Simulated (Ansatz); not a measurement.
# Be2Al (built on the sites of a database entry of Be2B): following an unstable mode

Wanted: the energy along a soft mode of Be2Al (built on the sites of a database entry of Be2B) and the structure at the end.

Program: Ansatz 0.2.0. Level of theory: DFT PBEsol, scalar-relativistic, plane waves, PAW. Results are calculated unless marked as measured.

This is a report of a sequence of runs, with most program output left out.

The structure was built from a prototype and need not be the compound's stable phase.

## Step 1: The starting structure

Symmetry: Fm-3m, No. 225, cubic system. Conventional cell: a = 5.450 Å, b = 5.450 Å, c = 5.450 Å, α = 90.00°, β = 90.00°, γ = 90.00°. Be has 4 Al at 2.36 Å nearest. Nearest to Al lie 8 Be at 2.36 Å. Farther neighbours are not listed.

## Step 2: Phonons on a q mesh

The cell comes from relaxations at this level that are not shown. Stability and thermal properties need the whole zone. Linear response on a 4×4×4 q mesh gives force constants as far as a supercell of that size would.

input.yaml reads:

```yaml
crystal:
  lattice:
    - [0.0, 2.72517104, 2.72517104]
    - [2.72517104, 0.0, 2.72517104]
    - [2.72517104, 2.72517104, 0.0]
  atoms:
    - { symbol: Be, position: [0.25, 0.25, 0.25] }
    - { symbol: Be, position: [0.75, 0.75, 0.75] }
    - { symbol: Al, position: [0.0, 0.0, 0.0] }
kpoints:
  mp_grid: { grid: [12, 12, 12] }
hamiltonian:
  xc: pbesol
scf:
  occupations: { method: methfessel_paxton, width: 0.15 }
output:
  eigenvalues: true
phonons:
  method: dfpt
  qmesh: [4, 4, 4]
  temperatures: { t_max: 1000, t_step: 50 }
  qpath:
    path:
      - [[0.0, 0.0, 0.0], [0.5, 0.0, 0.5], [0.625, 0.25, 0.625]]
      - [[0.375, 0.375, 0.75], [0.0, 0.0, 0.0], [0.5, 0.5, 0.5], [0.5, 0.25, 0.75], [0.5, 0.0, 0.5]]
    npoints: 10
```

On the command line:

```
$ ansatz run input.yaml --threads 4 --pin off --max-ram 7168MiB --backend cpu --events-out ev --progress --plain --runs-dir out
```

It took 97 s on 4 threads of Arm Neoverse V1, shared host; peak memory 1.4 GiB.

Numbers from this step:

| Item | Value |
| --- | --- |
| volume per atom | 13.49 Å³ |
| gap on the k-mesh | 0 eV |
| sum-rule residual before enforcement | 2.00e-5 eV/Å² |
| lowest frequency on the path | -206.2 cm⁻¹ |
| point group | m-3m |
| highest frequency on the path or at a solved wavevector | 486.4 cm⁻¹ |
| highest optical mode at the zone centre (no LO-TO term) | 483.6 cm⁻¹ |
| lowest optical zone-centre mode | 279.0 cm⁻¹ |
| lowest mode on the q mesh (acoustic modes at Γ apart) | -206.2 cm⁻¹ |

Frequencies (cm⁻¹) solved at each irreducible wavevector; negative means imaginary. Frequencies by wavevector, by row:

```tsv
q in reciprocal lattice units	star	mode 1	mode 2	mode 3	mode 4	mode 5	mode 6	mode 7	mode 8	mode 9
0 0 0	1	0	0	0	279	279	279	483.6	483.6	483.6
0 0 0.25	8	-72.3	-72.3	96.8	286.5	286.5	353.1	430.2	481.9	481.9
0 0 -0.5	4	-112.6	-112.6	208.3	339.3	339.3	397.7	462.1	472.3	472.3
0 0.25 0.25	6	-122.8	-122.8	171.3	327.1	327.1	360.8	413.3	478	478
0 0.25 -0.5	24	-145.7	-110	192.1	355.1	366.5	402.9	451	468.7	475
0 0.25 -0.25	12	-96.2	-76	137	320.7	362.1	416	416.7	477.3	482.1
0 -0.5 -0.5	3	-173.1	-173.1	254.6	288	398.1	398.1	451.2	451.2	464.7
0.25 -0.5 -0.25	6	-206.2	144.9	144.9	328.5	419.2	448.7	448.7	452.1	455.3
```

Interpolated from a 4×4×4 q mesh. Phonon branches along the path, in cm⁻¹:

```tsv
point	branch 1	branch 2	branch 3	branch 4	branch 5	branch 6	branch 7	branch 8	branch 9
Γ	0	0	0	279	279	279	484	484	484
halfway	-123	-123	171	327	327	361	413	478	478
X	-173	-173	255	288	398	398	451	451	465
halfway	-172	-169	270	280	393	419	450	455	464
U	-154	-146	236	317	378	448	450	462	464
jump to K	-154	-146	236	317	378	448	450	462	464
halfway	-68	-63	62	291	344	372	416	474	486
Γ	0	0	0	279	279	279	484	484	484
halfway	-72	-72	97	286	286	353	430	482	482
L	-113	-113	208	339	339	398	462	472	472
halfway	-148	91	150	349	376	398	464	471	475
W	-206	145	145	328	419	449	449	452	455
halfway	-194	-128	250	297	407	421	452	455	462
X	-173	-173	255	288	398	398	451	451	465
```

Symmetry leaves 8 wavevectors to solve. The lowest mode among them, the acoustic zeros apart, lies at q = (0.25, -0.5, -0.25) and is imaginary, 206.2i cm⁻¹, so the energy falls along it.

## Step 3: The mode frozen in, largest atomic shift 0 Å

The mode followed lies at q = (0.25, -0.5, -0.25) with frequency 206.2i cm⁻¹, the softest among the wavevectors solved. At small amplitude the distorted cell has space group no. 141 by a symmetry search on the positions. The undistorted cell that holds it gives the zero of energy on the same k mesh.

System of this step: Be2Al (built on the sites of a database entry of Be2B). Symmetry: Fm-3m, No. 225, cubic system. Conventional cell: a = 5.450 Å, b = 5.450 Å, c = 5.450 Å, α = 90.00°, β = 90.00°, γ = 90.00°. Nearest to Be lie 4 Al at 2.36 Å. Nearest to Al lie 8 Be at 2.36 Å. Farther neighbours are not listed.

input.yaml reads:

```yaml
crystal:
  lattice:
    - [0.0, 0.0, -5.45034208]
    - [5.45034208, 0.0, 0.0]
    - [2.72517104, -5.45034208, -2.72517104]
  atoms:
    - { symbol: Be, position: [0.625, 0.625, 0.25] }
    - { symbol: Be, position: [0.125, 0.125, 0.25] }
    - { symbol: Be, position: [0.375, 0.875, 0.75] }
    - { symbol: Be, position: [0.875, 0.375, 0.75] }
    - { symbol: Be, position: [0.375, 0.375, 0.75] }
    - { symbol: Be, position: [0.875, 0.875, 0.75] }
    - { symbol: Be, position: [0.125, 0.625, 0.25] }
    - { symbol: Be, position: [0.625, 0.125, 0.25] }
    - { symbol: Al, position: [0.75, 0.25, 0.5] }
    - { symbol: Al, position: [0.25, 0.75, 0.5] }
    - { symbol: Al, position: [0.5, 0.5, 0.0] }
    - { symbol: Al, position: [0.0, 0.0, 0.0] }
kpoints:
  mp_grid: { grid: [6, 6, 6] }
hamiltonian:
  xc: pbesol
scf:
  occupations: { method: methfessel_paxton, width: 0.15 }
output:
  forces: true
  stress: true
  eigenvalues: true
```

Wall time 2.1 s (4 threads); peak memory 0.5 GiB.

This step gave:

- pressure: -0.1065 GPa
- energy from the undistorted cell: 0 meV/atom

The run ends at a pressure of -0.11 GPa.

## Step 4: The mode frozen in, largest atomic shift 0.22 Å

The atoms are moved along the unstable eigenvector, the largest shift by 0.22 Å, with the cell fixed.

input.yaml reads:

```yaml
crystal:
  lattice:
    - [0.0, 0.0, -5.45034208]
    - [5.45034208, 0.0, 0.0]
    - [2.72517104, -5.45034208, -2.72517104]
  atoms:
    - { symbol: Be, position: [0.6653644389, 0.625, 0.25] }
    - { symbol: Be, position: [0.0846355611, 0.125, 0.25] }
    - { symbol: Be, position: [0.375, 0.8346355611, 0.75] }
    - { symbol: Be, position: [0.875, 0.4153644389, 0.75] }
    - { symbol: Be, position: [0.375, 0.4153644389, 0.75] }
    - { symbol: Be, position: [0.875, 0.8346355611, 0.75] }
    - { symbol: Be, position: [0.0846355611, 0.625, 0.25] }
    - { symbol: Be, position: [0.6653644389, 0.125, 0.25] }
    - { symbol: Al, position: [0.7349572954, 0.2349572954, 0.5300854093] }
    - { symbol: Al, position: [0.2650427046, 0.7650427046, 0.4699145907] }
    - { symbol: Al, position: [0.4849572954, 0.4849572954, 0.0300854093] }
    - { symbol: Al, position: [0.0150427046, 0.0150427046, -0.0300854093] }
kpoints:
  mp_grid: { grid: [6, 6, 6] }
hamiltonian:
  xc: pbesol
scf:
  occupations: { method: methfessel_paxton, width: 0.15 }
output:
  forces: true
  stress: true
  eigenvalues: true
```

Elapsed: 2.2 s, on 4 threads; peak memory 0.5 GiB; 8.3 s of CPU time.

This step gave:

```
pressure                         : -0.3706 GPa
energy from the undistorted cell : -24.85 meV/atom
```

The energy, extrapolated to zero smearing, is -24.85 meV/atom against the undistorted cell.

The run ends at a pressure of -0.37 GPa, with forces up to 0.64 eV/Å.

## Step 5: Energy along the mode, all amplitudes (two of the runs are shown above)

An imaginary frequency means negative curvature, so the energy should fall and then rise again as anharmonic terms take over.

Numbers from this step:

| Item | Value |
| --- | --- |
| depth at the lowest point sampled | 24.85 meV/atom |
| largest atomic shift at that point | 0.22 Å |

Table of energy from the parent by largest atomic shift:

```tsv
largest atomic shift (Å)	energy from the parent (meV/atom)
0.000	0
0.040	-1.06
0.080	-4.13
0.140	-12.1
0.220	-24.8
0.320	-23.4
0.450	85.5
```

Displacement at unit largest shift by atom:

```tsv
atom	x (Å)	y (Å)	z (Å)	size
Be1	0.00	0.00	-1.00	1.00
Be2	0.00	0.00	1.00	1.00
Be3	-1.00	0.00	0.00	1.00
Be4	1.00	0.00	0.00	1.00
Be5	1.00	0.00	0.00	1.00
Be6	-1.00	0.00	0.00	1.00
Be7	0.00	0.00	1.00	1.00
Be8	0.00	0.00	-1.00	1.00
Al9	0.00	-0.74	0.00	0.74
Al10	0.00	0.74	0.00	0.74
Al11	0.00	-0.74	0.00	0.74
Al12	0.00	0.74	0.00	0.74
```

The lowest of the steps tried is at 0.22 Å, 24.8 meV/atom below the parent; the bottom of the well need not coincide with a step.

## Step 6: Relaxation from the frozen mode

Starting from the lowest point found, all atoms and the cell are let go, so that strain and other modes of the same symmetry can join in.

Edit input.yaml of step 4 so:

```diff
@@ -28 +28,6 @@
   eigenvalues: true
+relax:
+  adjacent_minimum: "off"
+  f_tol: 0.002
+  max_steps: 120
+  cell: { stress_tol: 0.03 }
```

Run time: 25 s. Hardware: 4 threads; peak memory 0.54 GiB.

Step by step:

```tsv
step	energy less that of the first step (eV)	largest force component (eV/Å)	pressure (GPa)	volume (Å³)
1	0.0000	0.6413	-0.37	161.91
2	-0.3920	0.4910	-0.25	159.24
3	-0.7016	0.5117	0.33	154.82
4	-0.8360	0.3149	0.07	152.21
5	-0.5998	0.7569	-0.22	151.65
6	-0.8852	0.0357	0.01	151.85
7	-0.8857	0.0015	0.01	151.68
8	-0.8857	0.0017	0.00	151.73
9*	-0.8870	0.0019	0.01	151.73
10	-0.8870	0.0000	0.00	151.73
11*	-0.8870	0.0000	0.00	151.73
```

Relaxation steps marked * repeat the geometry before them on a plane-wave basis chosen anew for their cell, so energy and pressure can jump there. Relaxation step 5 was tried and not accepted.

Forces are held to the 16 operations that the run works with; a distortion that breaks them can't arise in this run.

```tsv
cell as run	before	after	change
a (Å)	5.450	5.680	+4.2 %
b (Å)	5.450	5.680	+4.2 %
c (Å)	6.675	6.185	-7.4 %
α (°)	65.91	62.66	-4.9 %
β (°)	65.91	62.66	-4.9 %
volume (Å³/atom)	13.49	12.64	-6.3 %
```

The atoms that moved most (Å, as changes of fractional coordinates times the final cell):

```tsv
atom	dx	dy	dz	length
Al12	0.000	0.350	0.000	0.350
Al9	0.000	-0.350	0.000	0.350
Al10	0.000	0.350	0.000	0.350
Al11	0.000	-0.350	0.000	0.350
Be4	0.137	0.000	0.000	0.137
Be5	0.137	0.000	0.000	0.137
Be1	0.000	0.000	-0.137	0.137
Be8	0.000	0.000	-0.137	0.137
```

The relaxed structure:

```xyz
12
Lattice="0.0000 0.0000 -5.6801 5.6801 0.0000 0.0000 2.8401 -4.7029 -2.8401" Properties=species:S:1:pos:R:3 pbc="T T T"
Be    4.2601   -1.1757   -4.6261
Be    1.4200   -1.1757   -1.0541
Be    6.7342   -3.5272   -4.2601
Be    4.6261   -3.5272   -7.1002
Be    4.6261   -3.5272   -4.2601
Be    6.7342   -3.5272   -7.1002
Be    4.2601   -1.1757   -1.0541
Be    1.4200   -1.1757   -4.6261
Al    2.8401   -2.8425   -5.6801
Al    5.6801   -1.8604   -2.8401
Al    2.8401   -0.4910   -2.8401
Al    0.0000    0.4910    0.0000
```

Numbers from this step:

| Quantity | Value |
| --- | --- |
| pressure | -0.004098 GPa |
| volume per atom | 12.64 Å³ |

The distorted start has space group I4_1/amd; the relaxation ends in I4_1/amd.

## Step 7: Outcome

| Quantity | Value |
| --- | --- |
| unstable mode of the parent | q = (0.25, -0.5, -0.25), 206i cm⁻¹ |
| depth at the lowest point sampled | 24.8 meV/atom |
| largest atomic shift at that point | 0.22 Å |
| space group reached (within 0.01 Å) | I4_1/amd |
| energy gained over the parent (first relaxation, on the mesh of the frozen mode) | 99.1 meV/atom |
| volume per atom, phase reached | 12.6 Å³ |

In words: Along this mode the structure falls into I4_1/amd, 99.1 meV/atom below the parent. At the parent's cell the well is 24.85 meV/atom deep on the steps tried, with its lowest point at a shift of 0.22 Å. Relaxing atoms and cell changes the gain by +74.21 meV/atom against the lowest step (energies at zero smearing). Most of the total comes from this relaxation. The modes of the phase reached were not computed on this path. Of the 4 patterns followed to their end from this parent, this one ends 260 meV/atom above the lowest, P6/mmm. Each path keeps the symmetry of its pattern, so a lower phase may lie along a pattern not tried. With no gap, or one that is small against the smearing, the frequencies hang on the k mesh and the smearing, most of all near Kohn anomalies. The phonon runs are without spin polarisation, although the cell has an odd electron count. A phonon run warned that its eigensolver left some bands unconverged in a pass. The starting cell was built on a prototype and not taken from a measurement, so the phase need not exist.

[Logs are printed without paths, hosts, clocks, repeated set-up lines and the standing remarks that a program may print on its own settings, such as how far it seeks lower states.]

[Hosts, paths, dates, database ids (printed as entryN), source tags and the programs' standing remarks are cut or masked in the printed files.]
